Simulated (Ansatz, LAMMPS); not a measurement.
# Aqueous NH4+ and HCO3-, 1.1 mol of salt per kg of water, from a frame at 280 K (166 atoms): geometry optimisation, part 2 of 2

How does aqueous NH4+ and HCO3-, 1.1 mol of salt per kg of water, from a frame at 280 K (166 atoms) relax, and what do bonds, charges and levels look like afterwards?

Ansatz 0.2.0; Kohn-Sham DFT, PBE+D4, PAW (set soft_2), plane waves.

The cell: 1 N, 109 H, 55 O and 1 C. The network of contacts between molecules at the start is that of the classical potential that made the cell. The concentration wasn't checked against solubility and may exceed it. The density was typed from a rule of thumb and may lie off the real one at this temperature. Only the Γ point is sampled, in a cell whose shortest periodic width is 12 Å.

So far. Step 4 (Relaxation): The relaxation changed the energy by -62.5 meV/atom, and atoms moved by 0.84 Å r.m.s., 2.3 Å at most.

## (6) Single point at the relaxed geometry

One more single point at the end of the walk gives the fuller output and checks the residual forces.

Contents of input.yaml:

```yaml
crystal:
  lattice:
    - [11.76822, 0.0, 0.0]
    - [0.0, 11.76822, 0.0]
    - [0.0, 0.0, 11.76822]
  atoms:
    - { symbol: "N", position: [0.21085, 0.13364, 0.28524] }
    - { symbol: H, position: [0.14371, 0.09007, 0.24722] }
    - { symbol: H, position: [0.27385, 0.07958, 0.31719] }
    - { symbol: H, position: [0.25119, 0.18304, 0.22244] }
    - { symbol: H, position: [0.17457, 0.1848, 0.34779] }
    - { symbol: O, position: [0.77007, 0.03388, 0.58951] }
    - { symbol: C, position: [0.8114, 0.09652, 0.50039] }
    - { symbol: O, position: [0.90797, 0.07194, 0.4602] }
    - { symbol: O, position: [0.74771, 0.1767, 0.46649] }
    - { symbol: H, position: [0.82743, 0.97346, 0.61476] }
    - { symbol: O, position: [0.3195, 0.71605, 0.8317] }
    - { symbol: H, position: [0.37492, 0.66221, 0.8637] }
    - { symbol: H, position: [0.30628, 0.77718, 0.88758] }
    - { symbol: O, position: [0.11609, 0.43109, 0.57386] }
    - { symbol: H, position: [0.0642, 0.4949, 0.58086] }
    - { symbol: H, position: [0.07836, 0.37451, 0.52464] }
    - { symbol: O, position: [0.74675, 0.606, 0.83948] }
    - { symbol: H, position: [0.82745, 0.58628, 0.82287] }
    - { symbol: H, position: [0.70049, 0.56152, 0.7847] }
    - { symbol: O, position: [0.03036, 0.39403, 0.22456] }
    - { symbol: H, position: [0.08533, 0.44949, 0.19181] }
    - { symbol: H, position: [0.01619, 0.34453, 0.15767] }
    - { symbol: O, position: [0.9325, 0.88233, 0.31768] }
    - { symbol: H, position: [0.85977, 0.85195, 0.28446] }
    - { symbol: H, position: [0.9126, 0.93749, 0.37731] }
    - { symbol: O, position: [0.17613, 0.53259, 0.10576] }
    - { symbol: H, position: [0.20527, 0.49448, 0.03391] }
    - { symbol: H, position: [0.24102, 0.52918, 0.15926] }
    - { symbol: O, position: [0.26446, 0.91236, 0.50364] }
    - { symbol: H, position: [0.31079, 0.86968, 0.56171] }
    - { symbol: H, position: [0.32104, 0.95675, 0.45964] }
    - { symbol: O, position: [0.80316, 0.38419, 0.08326] }
    [... 128 atom lines left out ...]
    - { symbol: O, position: [0.43238, 0.63846, 0.47353] }
    - { symbol: H, position: [0.42937, 0.69124, 0.53994] }
    - { symbol: H, position: [0.5132, 0.62222, 0.45716] }
    - { symbol: O, position: [0.9276, 0.32221, 0.75342] }
    - { symbol: H, position: [0.90538, 0.3433, 0.67382] }
    - { symbol: H, position: [0.94728, 0.39672, 0.78755] }
kpoints:
  mp_grid: { grid: [1, 1, 1] }
hamiltonian:
  xc: pbe
  dispersion: d4
scf:
  occupations: { method: fixed }
output:
  forces: true
  stress: true
  populations: true
  dos:
    method: { smearing: { sigma: 0.1 } }
    de: 0.1
    projected: { site_lists: { C: [C], H: [H], "N": ["N"], O: [O] } }
  eigenvalues: true
  write_density: true
  write_potential: true
  volumetric_format: npy
```

Started as:

```sh
$ ansatz run input.yaml --threads 4 --pin off --max-ram 8192MiB --backend cpu --events-out ev --progress --plain --runs-dir out
```

Wall time 34 s (4 threads of Arm Neoverse V1, shared host); peak memory 2 GiB; 2.2 min of CPU time.

The program notes that the exchange-correlation potential is rough where the density is thin.

The run gave:

| Property | Result |
| --- | --- |
| free energy | -33609.8667 eV |
| free energy per atom | -202.4691 eV/atom |
| SCF cycles | 9 |
| pressure | -0.1816 GPa |
| r.m.s. force component | 0.00613 eV/Å |
| longest force | 0.03814 eV/Å |
| Fermi energy | -2.455 eV |
| gap (highest filled to lowest empty level) | 4.859 eV |
| spilling of the projection | 0.01079 |

Löwdin charges by element and coordination (they lack the spilled electrons, 0.029 e an atom on average):

| element | coordination | atoms | mean charge (e) | spread | least | most |
| --- | --- | --- | --- | --- | --- | --- |
| C | all | 1 | 0.705 | 0 | 0.705 | 0.705 |
| H | all | 109 | 0.384 | 0.0127 | 0.327 | 0.415 |
| N | all | 1 | -0.552 | 0 | -0.552 | -0.552 |
| O | all | 55 | -0.676 | 0.0439 | -0.735 | -0.475 |
| O | 1 | 2 | -0.513 | 0.003 | -0.516 | -0.510 |
| O | 2 | 53 | -0.682 | 0.031 | -0.735 | -0.475 |

Density of states as counts of states in windows of 1 eV (from the Fermi level), total and the larger projections:

| from (eV) | to (eV) | total | O p | H s |
| --- | --- | --- | --- | --- |
| -14 | -10 | 0.0 | 0.0 | 0.0 |
| -10 | -9 | 1.2 | 0.7 | 0.2 |
| -9 | -8 | 0.8 | 0.5 | 0.1 |
| -8 | -7 | 8.1 | 5.5 | 2.2 |
| -7 | -6 | 81.8 | 53.6 | 23.5 |
| -6 | -5 | 26.1 | 17.7 | 6.1 |
| -5 | -4 | 12.0 | 8.9 | 1.5 |
| -4 | -3 | 41.5 | 32.6 | 3.9 |
| -3 | -2 | 42.7 | 36.1 | 2.1 |
| -2 | -1 | 40.3 | 38.6 | 0.4 |
| -1 | 0 | 80.7 | 79.2 | 0.4 |
| 0 | 1 | 0.9 | 0.9 | 0.0 |
| 1 | 4 | 0.0 | 0.0 | 0.0 |
| 4 | 5 | 2.0 | 0.0 | 1.2 |

With fixed occupations the program's Fermi level is the highest filled level; weight inside the gap is the broadening of levels at its edges.

Between -22 and -14 eV lie 112 more states.

The levels nearest the highest filled one (over half full), pooled over k-points and spins:

| level less the highest filled one (eV) | occupation |
| --- | --- |
| -0.277 | 2 |
| -0.255 | 2 |
| -0.203 | 2 |
| -0.160 | 2 |
| -0.0848 | 2 |
| 0 | 2 |
| 4.86 | 0 |
| 5.71 | 0 |
| 6.19 | 0 |
| 6.33 | 0 |
| 6.38 | 0 |
| 6.41 | 0 |

Valence density in the ac plane at fractional y = 0.080, with atoms of H and C and O within 0.2 Å of it. It is the smooth field of the valence electrons, not physical close to the nuclei.

Values in e/Å³, 13 rows by 16 columns, each cell a mean:
```
0.3 0.4 0.1 0.0 0.0 0.1 0.3 0.4 0.2 0.0 0.0 0.0 0.0 0.1 0.0 0.0
0.2 0.3 0.1 0.0 0.0 0.3 2.8 2.1 0.1 0.0 0.0 0.0 0.2 0.3 0.1 0.0
0.2 0.5 0.1 0.0 0.0 0.1 0.5 0.4 0.1 0.0 0.0 0.1 0.3 0.2 0.0 0.0
0.1 0.5 0.1 0.0 0.0 0.0 0.0 0.0 0.0 0.0 0.0 0.1 0.2 0.1 0.0 0.0
0.1 0.4 0.1 0.0 0.0 0.0 0.0 0.0 0.0 0.0 0.0 0.2 0.7 0.2 0.0 0.0
0.2 0.4 0.1 0.0 0.0 0.0 0.0 0.0 0.0 0.0 0.0 0.4 1.8 0.8 0.2 0.1
0.1 0.1 0.0 0.0 0.0 0.0 0.0 0.0 0.0 0.0 0.0 0.2 1.0 1.9 3.7 1.3
0.0 0.0 0.0 0.0 0.0 0.1 0.1 0.1 0.1 0.0 0.0 0.1 0.2 0.6 2.5 0.9
0.0 0.0 0.2 0.6 0.8 0.2 0.5 0.6 0.1 0.0 0.0 0.0 0.0 0.0 0.1 0.0
0.5 0.2 0.9 1.0 0.5 0.1 0.1 0.1 0.0 0.0 0.0 0.0 0.0 0.0 0.1 0.3
3.1 0.5 0.2 0.1 0.0 0.0 0.0 0.0 0.0 0.0 0.1 0.4 0.5 0.1 0.2 1.6
0.5 0.1 0.0 0.0 0.0 0.0 0.0 0.0 0.1 0.2 0.3 1.2 0.7 0.1 0.0 0.3
0.2 0.1 0.0 0.0 0.0 0.0 0.0 0.1 0.4 0.3 0.1 0.2 0.1 0.0 0.0 0.0
```
Columns run along a (11.8 Å), rows up along c (11.8 Å). Atoms in or near the plane, at fractional coordinates: H at (0.14, 0.25), H at (0.27, 0.32), C at (0.81, 0.50), O at (0.91, 0.46), H at (0.76, 0.15), H at (0.46, 0.34).

Electrostatic potential energy in the ac plane at fractional y = 0.080, with atoms of H and C and O within 0.2 Å of it. With pseudopotentials it is smooth inside the atoms' cores, unlike the true potential.

Values in eV, 13 rows by 16 columns, each cell a mean:
```
 -2  -5   3   4   4   3   1  -2  -2   3   4   4   3   2   3   3
 -2  -7   3   4   4   2 -22 -17   3   4   4   4  -1  -6   2   3
  3   0   3   4   4   4   0  -1   3   4   4   3   1   1   3   4
  2 -10   1   4   4   5   5   4   4   4   3   2  -3   1   3   4
  3   1   3   4   5   5   5   5   4   4   3   2  -4   1   3   3
 -1   1   4   4   5   5   5   5   4   4   4  -1 -23 -10   1   2
  1   2   4   4   4   5   5   4   4   4   4   1 -22 -29 -24  -9
  4   3   3   3   3   4   3   2   3   4   4   3  -1  -5 -16  -4
  4   3   1  -5 -17   0   0 -17   1   4   4   4   3   4   4   4
  0  -1 -19 -12  -5   2   3   2   4   4   4   4   3   4   3   0
-27   0  -1   2   3   4   4   4   4   4   4  -3 -11   2   0 -18
 -2   3   4   4   4   4   4   5   3  -4   1 -10  -8   2   3   2
  0   2   4   4   4   4   4   2   0  -3   2   2   1   3   4   3
```
Columns run along a (11.8 Å; values clipped at the 3rd and 97th percentile), rows up along c (11.8 Å). Atoms in or near the plane, at fractional coordinates: H at (0.14, 0.25), H at (0.27, 0.32), C at (0.81, 0.50), O at (0.91, 0.46), H at (0.76, 0.15), H at (0.46, 0.34).

Mean Löwdin charges: C +0.70, H +0.38, N -0.55, O -0.68 e (they miss 1.1 % of the electrons, so they add up to more than the cell's charge). The largest share in the top eV of filled states is O p (99 % of the projected weight), and in the lowest eV of empty states H s (40 % of the projected weight).

The surroundings of N1, the only N atom, nearest first, numbered as they follow in the input and with coordinates relative to it.

| atom | x | y | z | distance (Å) | bonds | Löwdin charge (e) |
| --- | --- | --- | --- | --- | --- | --- |
| N1 | 0.00 | 0.00 | 0.00 | 0.00 | 4 | -0.55 |
| H5 | -0.43 | 0.60 | 0.74 | 1.04 | 1 | 0.34 |
| H2 | -0.79 | -0.51 | -0.45 | 1.04 | 1 | 0.33 |
| H3 | 0.74 | -0.64 | 0.38 | 1.05 | 1 | 0.33 |
| H4 | 0.47 | 0.58 | -0.74 | 1.05 | 1 | 0.33 |
| O152 | 1.40 | 1.37 | -1.92 | 2.74 | 2 | -0.68 |
| O149 | 2.23 | -1.51 | 0.68 | 2.78 | 2 | -0.70 |
| O122 | -1.76 | 1.57 | 1.51 | 2.80 | 2 | -0.68 |
| O98 | -2.35 | -0.98 | -1.22 | 2.82 | 2 | -0.68 |
| H123 | -1.94 | 2.13 | 0.70 | 2.96 | 1 | 0.38 |

The column of bonds counts only the pairs H-O within 1.21 Å, H-N within 1.27 Å, O-C within 1.73 Å; other neighbours, such as metal atoms beside each other in a compound, aren't counted, and periodic images can show an atom twice.

## (7) Outcome

| Quantity | Value |
| --- | --- |
| energy change in the relaxation | -62.49 meV/atom |
| r.m.s. displacement | 0.841 Å |
| largest displacement | 2.298 Å |
| free energy per atom | -202.4691 eV/atom |
| pressure | -0.1816 GPa |
| r.m.s. force component | 0.00613 eV/Å |
| gap (highest filled to lowest empty level) | 4.859 eV |
| wall time of the 3 DFT runs | 11 min |

What this shows: Relaxation lowers the energy by 62.5 meV/atom and moves atoms by 0.84 Å r.m.s.; the r.m.s. force component goes from 0.55 to 0.0061 eV/Å, the pressure goes from -1.2 to -0.18 GPa, and the gap from 3.20 to 4.86 eV. By the final cutoffs no bond was broken or made. First to last step the energy falls by 10.373 eV; the largest move, 2.30 Å, is that of H106, with 1 other atom within 2 % of it. The H-N bonds go from 1.022 Å (spread 0.012) to 1.046 Å (spread 0.004). Counting bonds as in the table, all C atoms have 3, all H atoms have 1, all N atoms have 4 and 96 % of O atoms have 2 bonded neighbours. The 52 water molecules hold 3.58 hydrogen bonds each to other water on average, with a mean O–O distance of 2.75 Å. Between filled and empty levels lie 4.86 eV (at Γ alone); a semilocal functional tends to put such gaps too low. In a disordered cell it changes from sample to sample and from frame to frame.

What to keep in mind: The network of contacts between molecules at the start is that of the classical potential that made the cell; in DFT atoms moved by 0.84 Å r.m.s.

[Logs are printed without paths, hosts, clocks, repeated set-up lines and the standing remarks that a program may print on its own settings, such as how far it seeks lower states.]

[Hosts, paths, dates, database ids (printed as entryN), source tags and the programs' standing remarks are cut or masked in the printed files.]
